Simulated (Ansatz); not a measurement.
**From LDA to G0W0: ScBiO3 (C2/c)**

Aim: the quasiparticle gap of ScBiO3 (C2/c), starting from LDA.

Main program and level: Ansatz 0.2.0; LDA, then G0W0 on it, plane waves, PAW.

## 1. The starting structure

The structure is monoclinic, space group C2/c (No. 15). Conventional cell: a = 9.981 Å, b = 5.894 Å, c = 10.143 Å, α = 90.00°, β = 108.92°, γ = 90.00°. Nearest to Sc lie 6 O at 2.10 to 2.15 Å. Sc has 6 O at 2.08 to 2.19 Å nearest. Nearest to Bi lie 4 O at 2.21 to 2.51 Å. O has 2 Sc at 2.10 to 2.19 Å and 1 Bi at 2.21 Å nearest. Nearest to O lie 2 Sc at 2.14 to 2.15 Å and 2 Bi at 2.25 to 2.51 Å. Nearest to O lie 2 Sc at 2.08 to 2.15 Å and 1 Bi at 2.25 Å. Farther neighbours and most contacts between anions are not listed.

The start is the Materials Project's (PBE, PBE+U or r2SCAN) relaxed structure. Spin-orbit coupling is left out unless a step names it.

The logs state that the PAW files were generated under PBE.

## 2. Relaxing the structure

The structure is relaxed first.

This step: DFT, LDA, plane waves, PAW; PAW set soft_1.

input.yaml reads:

```yaml
crystal:
  lattice:
    - [4.990429, -2.946812, 0.0]
    - [4.990429, 2.946812, 0.0]
    - [-3.288007, 0.0, 9.594851]
  atoms:
    - { symbol: Sc, position: [0.5, 0.0, 0.0] }
    - { symbol: Sc, position: [0.749547, 0.250453, 0.75] }
    - { symbol: Sc, position: [0.0, 0.5, 0.5] }
    - { symbol: Sc, position: [0.250453, 0.749547, 0.25] }
    - { symbol: Bi, position: [0.313459, 0.953512, 0.633345] }
    - { symbol: Bi, position: [0.953512, 0.313459, 0.133345] }
    - { symbol: Bi, position: [0.686541, 0.046488, 0.366655] }
    - { symbol: Bi, position: [0.046488, 0.686541, 0.866655] }
    - { symbol: O, position: [0.175228, 0.1171, 0.836471] }
    - { symbol: O, position: [0.731403, 0.106728, 0.918708] }
    - { symbol: O, position: [0.628381, 0.68746, 0.363953] }
    - { symbol: O, position: [0.8829, 0.824772, 0.663529] }
    - { symbol: O, position: [0.31254, 0.371619, 0.136047] }
    - { symbol: O, position: [0.371619, 0.31254, 0.636047] }
    - { symbol: O, position: [0.106728, 0.731403, 0.418708] }
    - { symbol: O, position: [0.893272, 0.268597, 0.581292] }
    - { symbol: O, position: [0.824772, 0.8829, 0.163529] }
    - { symbol: O, position: [0.68746, 0.628381, 0.863953] }
    - { symbol: O, position: [0.268597, 0.893272, 0.081292] }
    - { symbol: O, position: [0.1171, 0.175228, 0.336471] }
kpoints:
  mp_grid: { grid: [4, 4, 2] }
hamiltonian:
  xc: lda
  pseudopotentials: { kind: paw, azcp: { folder: soft_1 }, xc_functional: pbe }
scf:
  occupations: { method: fermi_dirac, width: 0.02 }
relax:
  f_tol: 0.02
  max_steps: 60
```

Run with:

```bash
$ ansatz run input.yaml --threads 24 --pin off --max-ram 82944MiB --backend cuda --events-out ev --progress --plain --runs-dir out --devices 1 --max-vram 78GiB
```

Numbers of over 12 decimals in the logs are rounded to 6 here.

Log:

```text
The last accepted step is kept in <dir> (removed where the run ends without a failure and the disk answers)
GPUs: using 1 of 1 available (devices: 1).
Engine: ansatz 0.2.0, aarch64-unknown-linux-gnu
Pseudopotentials: kind: paw
Pseudopotential: Sc, paw, valence charge 11, recommended cutoff 420 eV (normal), soft_1/Sc.paw.azcp
Pseudopotential: Bi, paw, valence charge 15, recommended cutoff 420 eV (normal), soft_1/Bi.paw.azcp
Pseudopotential: O, paw, valence charge 6, recommended cutoff 420 eV (normal), soft_1/O.paw.azcp
Functional definition: SPW92
  exchange = slater_x
  correlation = pw_c
[...]
Crystal: 20 atoms, lattice volume = 282.201 Å³
Basis set: ecut = 420 eV, 5505 PW (Γ)
Bands: 108, of which v1, the nominal top of the filled ones, is band 88 counted from 1 (87 counted from 0)
Symmetry: 4 space group operations
Space group: C2/c (ITA 15), of the structure as read, at distance tolerance 6.6e-5 Å
k-points: 14 of 32
Non-local potential: Sc, projectors of the file, l = 0: 3, l = 1: 2, l = 2: 3, l = 3: 1
Non-local potential: Bi, projectors of the file, l = 0: 2, l = 1: 2, l = 2: 2, l = 3: 1
Non-local potential: O, projectors of the file, l = 0: 2, l = 1: 2, l = 2: 1
PAW form: soft (Blöchl's): semilocal exchange-correlation on the pseudo side does not see the compensation charge
PAW frozen core: Sc, regenerated for the run's functional, and the local potential with it (the file was generated under x = pbe(κ = 0.804, μ = 0.219515), c = pbe(β = 0.066725))
PAW frozen core: Bi, regenerated for the run's functional, and the local potential with it (the file was generated under x = pbe(κ = 0.804, μ = 0.219515), c = pbe(β = 0.066725))
PAW frozen core: O, regenerated for the run's functional, and the local potential with it (the file was generated under x = pbe(κ = 0.804, μ = 0.219515), c = pbe(β = 0.066725))
PAW one-centre angular grid: Sc, 590 points (default); XC on 64 Gauss nodes
PAW one-centre angular grid: Bi, 590 points (default); XC on 64 Gauss nodes
PAW one-centre angular grid: O, 110 points (default); XC on 64 Gauss nodes
Initial density: superposition of atomic densities (chi_scale 0.1, normalization cell, long waves kept (reshape's long-wave potential 0.01 eV rms))
Initial wavefunctions: pseudopotential atomic-orbital guess
[...]
Functional: x = slater, c = lda
SCF iter   1: F=—  HF=-63391.957145 eV  |F-HF|=—  |Δ(HF+E_count)|=         —  Δρ=5.30e-2  dr2=1.19e1  ethr=3.10e-3  ⟨swp⟩=6.0  Hψ=5818  notcnv=0  defer=7
preconditioner: auto → Resta (q_TF=auto, 2.522 Å⁻¹)  ε∞=3.9  [insulator: Δε(μ)=2.699 eV  Ē_g=16.711 eV  σ=0.020 eV  W_gap=1.00  n_scr=76 (ndim 8)  ℏωp=28.7 eV  f_vac=0.000  D(μ)=0.00/eV (n_scr^D=0)  ε∞_Penn≈3.9]
SCF iter   2: F=—  HF=-63389.627664 eV  |F-HF|=—  |Δ(HF+E_count)|=    2.33e0  Δρ=2.99e-2  dr2=3.83e0  ethr=3.10e-3  ⟨swp⟩=3.0  Hψ=3018  notcnv=0  defer=197
[...]
SCF iter   7: F=-63388.486710 eV  HF=-63388.486710 eV  |F-HF|=3.17e-7  |Δ(HF+E_count)|=   1.85e-6  Δρ=2.52e-5  dr2=2.20e-6  ethr=5.68e-9  ⟨swp⟩=4.0  Hψ=4505  notcnv=0
SCF 1 converged in 7 iterations: F = -63388.486710 eV  dr2 = 2.20e-6
  greatest PAW one-centre occupation: 0.999 electrons in one spin orbital (limit 2), on the Sc atom at site 2 (counted from 0), in its partial waves of l = 0
relax step   1: F+E_penalty+E_count = -63388.48671011 eV  Δ(F+E_penalty+E_count) = +0.000e0 eV  max|allowed force component| = 5.696e-1 eV/Å  Δτ_max = 0.0000 Å  (7 SCF iters, dr2 threshold 1.00e-5 eV, accepted)
[...]
relax step   2: F+E_penalty+E_count = -63388.56619184 eV  Δ(F+E_penalty+E_count) = -7.948e-2 eV  max|allowed force component| = 2.033e-1 eV/Å  Δτ_max = 0.0644 Å  (6 SCF iters, dr2 threshold 2.03e-5 eV, accepted)
[...]
relax step   3: F+E_penalty+E_count = -63388.58958452 eV  Δ(F+E_penalty+E_count) = -2.339e-2 eV  max|allowed force component| = 6.850e-2 eV/Å  Δτ_max = 0.0283 Å  (6 SCF iters, dr2 threshold 2.58e-6 eV, accepted)
[...]
relax step   4: F+E_penalty+E_count = -63388.59225199 eV  Δ(F+E_penalty+E_count) = -2.667e-3 eV  max|allowed force component| = 2.908e-2 eV/Å  Δτ_max = 0.0098 Å  (5 SCF iters, dr2 threshold 5.33e-7 eV, accepted)
[...]
relax step   5: F+E_penalty+E_count = -63388.59352450 eV  Δ(F+E_penalty+E_count) = -1.273e-3 eV  max|allowed force component| = 2.832e-2 eV/Å  Δτ_max = 0.0092 Å  (7 SCF iters, accepted)
[...]
relax step   6: F+E_penalty+E_count = -63388.59380853 eV  Δ(F+E_penalty+E_count) = -2.840e-4 eV  max|allowed force component| = 2.918e-3 eV/Å  Δτ_max = 0.0043 Å  (5 SCF iters, accepted)
SCF converged after 5 iterations
Free energy (F): -63388.593809 eV
Harris-Foulkes:  -63388.593809 eV  (|F-HF|=3.21e-8)
Internal energy: -63388.593809 eV  (E = F + TS)
E sigma→0 (E₀):  -63388.593809 eV
Fermi energy:    9.927938 eV
--- Per-component energies (eV) ---
  E_band       = -960.904225
  E_kinetic    = 3844.497899
  E_local      = -12059.219743  (includes V_loc(G=0)·N_el)
  E_nonlocal   = 2876.436290
  E_hartree    = 4402.985740
  E_xc         = -1796.364437
  E_vxc        = -2043.628590  (∫ρ·V_xc dr)
  E_paw        = -46988.922847  (= ΣΔE_a)
  E_vpaw       = -2384.978321  (= ΣTr[D̂ρ^β])
  E_aug_tail   = 0.010239  (compensation charges beyond the density's cutoff)
  E_ewald      = -13670.380415
  E_core_change = 2.363466  (= ΣΔE_core)
  E_smearing   = -0.000000  (= −TS)
  E_closure    = -0.000000  (closes the sum)
  Σ components = -63388.593809   (vs F -63388.593809, Δ=0.00e0)
--- Forces (eV/Å), atoms counted from 1 ---
  atom   1  Sc     0.00000000     0.00000000    -0.00000000
  atom   2  Sc     0.00000000    -0.00062206     0.00000000
  atom   3  Sc     0.00000000    -0.00000000    -0.00000000
  atom   4  Sc     0.00000000     0.00062206     0.00000000
  atom   5  Bi     0.00005384    -0.00055757    -0.00151909
  atom   6  Bi     0.00005384     0.00055757    -0.00151909
  atom   7  Bi    -0.00005384     0.00055757     0.00151909
  atom   8  Bi    -0.00005384    -0.00055757     0.00151909
  atom   9  O     -0.00209403     0.00155469     0.00168546
  atom  10  O      0.00190026     0.00045099    -0.00064889
  atom  11  O      0.00291774    -0.00230643     0.00102356
  atom  12  O      0.00209403     0.00155469    -0.00168546
  atom  13  O     -0.00291774    -0.00230643    -0.00102356
  atom  14  O     -0.00291774     0.00230643    -0.00102356
  atom  15  O      0.00190026    -0.00045099    -0.00064889
  atom  16  O     -0.00190026     0.00045099     0.00064889
  atom  17  O      0.00209403    -0.00155469    -0.00168546
  atom  18  O      0.00291774     0.00230643     0.00102356
  atom  19  O     -0.00190026    -0.00045099     0.00064889
  atom  20  O     -0.00209403    -0.00155469     0.00168546
  max |Σ_I F_I| component: 0.00e0 eV/Å
--- Relaxed structure (6 steps of the walk, 6 accepted, 0 SCFs on fresh bases) ---
  F+E_penalty+E_count = -63388.59380853 eV   max|allowed force component| = 2.918e-3 eV/Å
  atoms:
    - { symbol: Sc, position: [0.5, 0, 0] }
    - { symbol: Sc, position: [0.746774, 0.253226, 0.75] }
    - { symbol: Sc, position: [0.0, 0.5, 0.5] }
    - { symbol: Sc, position: [0.253226, 0.746774, 0.25] }
    - { symbol: Bi, position: [0.306808, 0.966826, 0.637738] }
    - { symbol: Bi, position: [0.966826, 0.306808, 0.137738] }
    - { symbol: Bi, position: [0.693192, 0.033174, 0.362262] }
    - { symbol: Bi, position: [0.033174, 0.693192, 0.862262] }
    - { symbol: O, position: [0.173309, 0.118890, 0.837762] }
    - { symbol: O, position: [0.731026, 0.104272, 0.916118] }
    - { symbol: O, position: [0.630914, 0.687848, 0.362131] }
    - { symbol: O, position: [0.881110, 0.826691, 0.662238] }
    - { symbol: O, position: [0.312152, 0.369086, 0.137869] }
    - { symbol: O, position: [0.369086, 0.312152, 0.637869] }
    - { symbol: O, position: [0.104272, 0.731026, 0.416118] }
    - { symbol: O, position: [0.895728, 0.268974, 0.583882] }
    - { symbol: O, position: [0.826691, 0.881110, 0.162238] }
    - { symbol: O, position: [0.687848, 0.630914, 0.862131] }
    - { symbol: O, position: [0.268974, 0.895728, 0.083882] }
    - { symbol: O, position: [0.118890, 0.173309, 0.337762] }
```

It took 2.6 s on 1 × NVIDIA GB200 (shared by 2 runs) with 24 threads of Arm Neoverse V2, shared host; peak memory 1.1 GiB; 13 s of CPU time.

Relaxation path:

```csv
step,energy less that of the first step (eV),largest force component (eV/Å)
1,0.0000,0.5696
2,-0.0795,0.2033
3,-0.1029,0.0685
4,-0.1055,0.0291
5,-0.1068,0.0283
6,-0.1071,0.0029
```

Forces are held to the 4 operations that the run works with; a distortion that breaks them can't arise in this run.

The atoms that moved most (Å):

```csv
atom,dx,dy,dz,length
Bi8,-0.019,0.059,-0.042,0.075
Bi6,0.019,-0.059,0.042,0.075
Bi5,0.019,0.059,0.042,0.075
Bi7,-0.019,-0.059,-0.042,0.075
O14,-0.021,0.006,0.017,0.028
O18,0.021,0.006,-0.017,0.028
O13,-0.021,-0.006,0.017,0.028
O11,0.021,-0.006,-0.017,0.028
```

## 3. The LDA band structure

Levels along a band path and on the mesh show where this functional puts the band edges.

input.yaml reads:

```yaml
crystal:
  lattice:
    - [4.990429, -2.946812, 0.0]
    - [4.990429, 2.946812, 0.0]
    - [-3.288007, 0.0, 9.594851]
  atoms:
    - { symbol: Sc, position: [0.5, 0.0, 0.0] }
    - { symbol: Sc, position: [0.7467744295, 0.2532255705, 0.75] }
    - { symbol: Sc, position: [0.0, 0.5, 0.5] }
    - { symbol: Sc, position: [0.2532255705, 0.7467744295, 0.25] }
    - { symbol: Bi, position: [0.3068079702, 0.9668261159, 0.6377382856] }
    - { symbol: Bi, position: [0.9668261159, 0.3068079702, 0.1377382856] }
    - { symbol: Bi, position: [0.6931920298, 0.0331738841, 0.3622617144] }
    - { symbol: Bi, position: [0.0331738841, 0.6931920298, 0.8622617144] }
    - { symbol: O, position: [0.1733092497, 0.1188896856, 0.8377623058] }
    - { symbol: O, position: [0.7310255316, 0.1042719339, 0.9161184122] }
    - { symbol: O, position: [0.6309143319, 0.687847841, 0.3621311594] }
    - { symbol: O, position: [0.8811103144, 0.8266907503, 0.6622376942] }
    - { symbol: O, position: [0.312152159, 0.3690856681, 0.1378688406] }
    - { symbol: O, position: [0.3690856681, 0.312152159, 0.6378688406] }
    - { symbol: O, position: [0.1042719339, 0.7310255316, 0.4161184122] }
    - { symbol: O, position: [0.8957280661, 0.2689744684, 0.5838815878] }
    - { symbol: O, position: [0.8266907503, 0.8811103144, 0.1622376942] }
    - { symbol: O, position: [0.687847841, 0.6309143319, 0.8621311594] }
    - { symbol: O, position: [0.2689744684, 0.8957280661, 0.0838815878] }
    - { symbol: O, position: [0.1188896856, 0.1733092497, 0.3377623058] }
kpoints:
  mp_grid: { grid: [6, 6, 4] }
  band_path:
    path:
      - [[0.0, 0.0, 0.0], [-0.34740707, 0.34740707, 0.0]]
      - [[-0.65259293, -0.34740707, 0.0], [-0.5, -0.5, 0.0], [0.0, 0.0, 0.0], [-0.5, -0.5, 0.5], [-0.68366665, -0.31633335, 0.5]]
      - [[-0.31633335, 0.31633335, 0.5], [0.0, 0.0, 0.5], [0.0, 0.0, 0.0]]
      - [[-0.5, 0.0, 0.5], [0.0, 0.0, 0.0], [-0.5, 0.0, 0.0]]
    npoints: 10
hamiltonian:
  xc: lda
  pseudopotentials: { kind: paw, azcp: { folder: soft_1 }, xc_functional: pbe }
scf:
  occupations: { method: fermi_dirac, width: 0.02 }
  n_extra_bands: 10
output:
  eigenvalues: true
  forces: true
  stress: true
```

Log:

```text
[...]
GPUs: using 1 of 1 available (devices: 1).
[...]
Crystal: 20 atoms, lattice volume = 282.201 Å³
Basis set: ecut = 420 eV, 5505 PW (Γ)
Bands: 98, of which v1, the nominal top of the filled ones, is band 88 counted from 1 (87 counted from 0)
Symmetry: 4 space group operations
[...]
k-points: 47 of 144
[...]
SCF iter   1: F=—  HF=-63391.903662 eV  |F-HF|=—  |Δ(HF+E_count)|=         —  Δρ=5.23e-2  dr2=1.13e1  ethr=3.10e-3  ⟨swp⟩=5.1  Hψ=17772  notcnv=0
[...]
SCF iter   6: F=—  HF=-63388.595301 eV  |F-HF|=—  |Δ(HF+E_count)|=   9.20e-4  Δρ=1.33e-3  dr2=4.35e-3  ethr=2.94e-6  ⟨swp⟩=2.0  Hψ=7043  notcnv=0  defer=186
[...]
SCF iter   9: F=—  HF=-63388.594855 eV  |F-HF|=—  |Δ(HF+E_count)|=   5.65e-4  Δρ=2.08e-5  dr2=1.30e-6  ethr=3.64e-9  ⟨swp⟩=2.0  Hψ=6464  notcnv=0  defer=186
[...]
SCF iter  11: F=-63388.594855 eV  HF=-63388.594855 eV  |F-HF|=8.51e-9  |Δ(HF+E_count)|=   1.49e-7  Δρ=2.98e-6  dr2=2.95e-8  ethr=5.68e-11  ⟨swp⟩=12.0  Hψ=24667  notcnv=0
SCF 1 converged in 11 iterations: F = -63388.594855 eV  dr2 = 2.95e-8
[...]
NSCF: frozen V_eff on 94 k-points, pencils in batches of 32, up to order 432
SCF converged after 11 iterations
Free energy (F): -63388.594855 eV
[...]
Internal energy: -63388.594855 eV  (E = F + TS)
E sigma→0 (E₀):  -63388.594855 eV
Fermi energy:    9.934302 eV
[...]
--- Forces (eV/Å), atoms counted from 1 ---
  atom   1  Sc     0.00000000     0.00000000     0.00000000
  atom   2  Sc     0.00000000    -0.00062325     0.00000000
  atom   3  Sc     0.00000000     0.00000000     0.00000000
  atom   4  Sc     0.00000000     0.00062325     0.00000000
  atom   5  Bi    -0.00027538    -0.00096617    -0.00173306
  atom   6  Bi    -0.00027538     0.00096617    -0.00173306
  atom   7  Bi     0.00027538     0.00096617     0.00173306
  atom   8  Bi     0.00027538    -0.00096617     0.00173306
  atom   9  O     -0.00210867     0.00169231     0.00206621
  atom  10  O      0.00173465     0.00055743    -0.00093151
  atom  11  O      0.00269179    -0.00237981     0.00108567
  atom  12  O      0.00210867     0.00169231    -0.00206621
  atom  13  O     -0.00269179    -0.00237981    -0.00108567
  atom  14  O     -0.00269179     0.00237981    -0.00108567
  atom  15  O      0.00173465    -0.00055743    -0.00093151
  atom  16  O     -0.00173465     0.00055743     0.00093151
  atom  17  O      0.00210867    -0.00169231    -0.00206621
  atom  18  O      0.00269179     0.00237981     0.00108567
  atom  19  O     -0.00173465    -0.00055743     0.00093151
  atom  20  O     -0.00210867    -0.00169231     0.00206621
  max |Σ_I F_I| component: 0.00e0 eV/Å
--- Stress (GPa, compression-positive) ---
       -7.538204       0.000000      -0.016541
        0.000000      -6.404188       0.000000
       -0.016541       0.000000      -7.907083
  P = ⅓ Tr σ = -7.2832 GPa (-72.832 kbar)
--- Band table (eV; the first three rows and the last of 47) ---
[...]
```

Run time: 3.6 s. Hardware: 1 × NVIDIA GB200 (shared by 2 runs) with 24 threads; peak memory 1.1 GiB.

In the SCF lines HF is the Harris–Foulkes energy and dr2 the Hartree energy of the density residual, in eV; the loop may stop once dr2 is under the threshold and the program's other checks hold. Hψ counts applications of the Hamiltonian.

Numbers from this step:

```yaml
pressure: -7.283 GPa
filled_bands: 88
gap: 2.832 eV
valence_top_at: L_2
conduction_bottom_at: Y_2
least_direct_gap: 2.990 eV
```

Over mesh and path the gap is 2.832 eV, from k = (-0.500, 0.000, 0.500) to k = (-0.500, -0.500, 0.000). The least direct gap found is 2.990 eV, at k = (-0.531, -0.469, 0.000). The pressure in this cell is -7 GPa; the cell is kept.

Electronic bands along the path, in eV, zero at the top of the highest nominally filled band:

```csv
point,band 85,band 86,band 87,band 88,band 89,band 90,band 91,band 92
Γ,-0.39,-0.38,-0.35,-0.31,3.50,3.77,4.12,4.20
halfway,-0.47,-0.41,-0.24,-0.19,3.90,3.93,4.15,4.26
C,-0.47,-0.41,-0.19,-0.06,3.31,3.79,3.90,4.17
jump to C2,-0.47,-0.41,-0.19,-0.06,3.31,3.79,3.90,4.17
halfway,-0.54,-0.46,-0.26,-0.07,2.98,3.59,3.62,4.28
Y2,-0.54,-0.30,-0.27,-0.17,2.83,3.49,3.50,4.26
halfway,-0.53,-0.37,-0.33,-0.09,3.35,3.95,4.16,4.24
Γ,-0.39,-0.38,-0.35,-0.31,3.50,3.77,4.12,4.20
halfway,-0.57,-0.45,-0.28,-0.13,3.55,3.93,4.14,4.30
M2,-0.51,-0.51,-0.19,-0.19,3.34,3.34,3.84,3.84
halfway,-0.37,-0.37,-0.22,-0.22,3.47,3.47,3.94,3.94
D,-0.31,-0.31,-0.17,-0.17,3.63,3.63,4.06,4.06
jump to D2,-0.31,-0.31,-0.17,-0.17,3.63,3.63,4.06,4.06
halfway,-0.43,-0.43,-0.12,-0.12,4.05,4.05,4.32,4.32
A,-0.39,-0.39,-0.15,-0.15,4.19,4.19,4.31,4.31
halfway,-0.41,-0.38,-0.31,-0.21,3.75,3.96,4.19,4.26
Γ,-0.39,-0.38,-0.35,-0.31,3.50,3.77,4.12,4.20
jump to L2,-0.65,-0.18,-0.15,0.00,3.20,3.72,3.77,4.28
halfway,-0.49,-0.35,-0.25,-0.20,3.80,3.95,4.15,4.35
Γ,-0.39,-0.38,-0.35,-0.31,3.50,3.77,4.12,4.20
halfway,-0.49,-0.43,-0.34,-0.14,3.74,3.90,4.13,4.36
V2,-0.45,-0.37,-0.15,-0.05,3.40,3.65,4.04,4.11
```

[end of part 1 of 2]

[Paths, hosts, dates, memory and timing lines, banners, echoed tables and standing remarks are left out of the program output.]

[Logs are printed without paths, hosts, clocks, repeated set-up lines and the standing remarks that a program may print on its own settings, such as how far it seeks lower states.]

[Runs of the session that timed out or met a known fault of the program may be left out.]

[Cells called generated may have been cut or substituted from an entry of the Crystallography Open Database or the Materials Project.]

[Hosts, paths, dates, database ids (printed as entryN), source tags and the programs' standing remarks are cut or masked in the printed files.]

[Where an RPA ε∞ is given, it is that of the G0W0 mesh and is not shown converged in it. Names of k-points follow the symmetry that the program found, which can be lower than the space group named. Band edges on a path are those of the sampled points; other points can move an edge, and change direct to indirect where valleys lie close.]

[Hybrid gaps are those of their k-mesh and are not shown converged in it.]
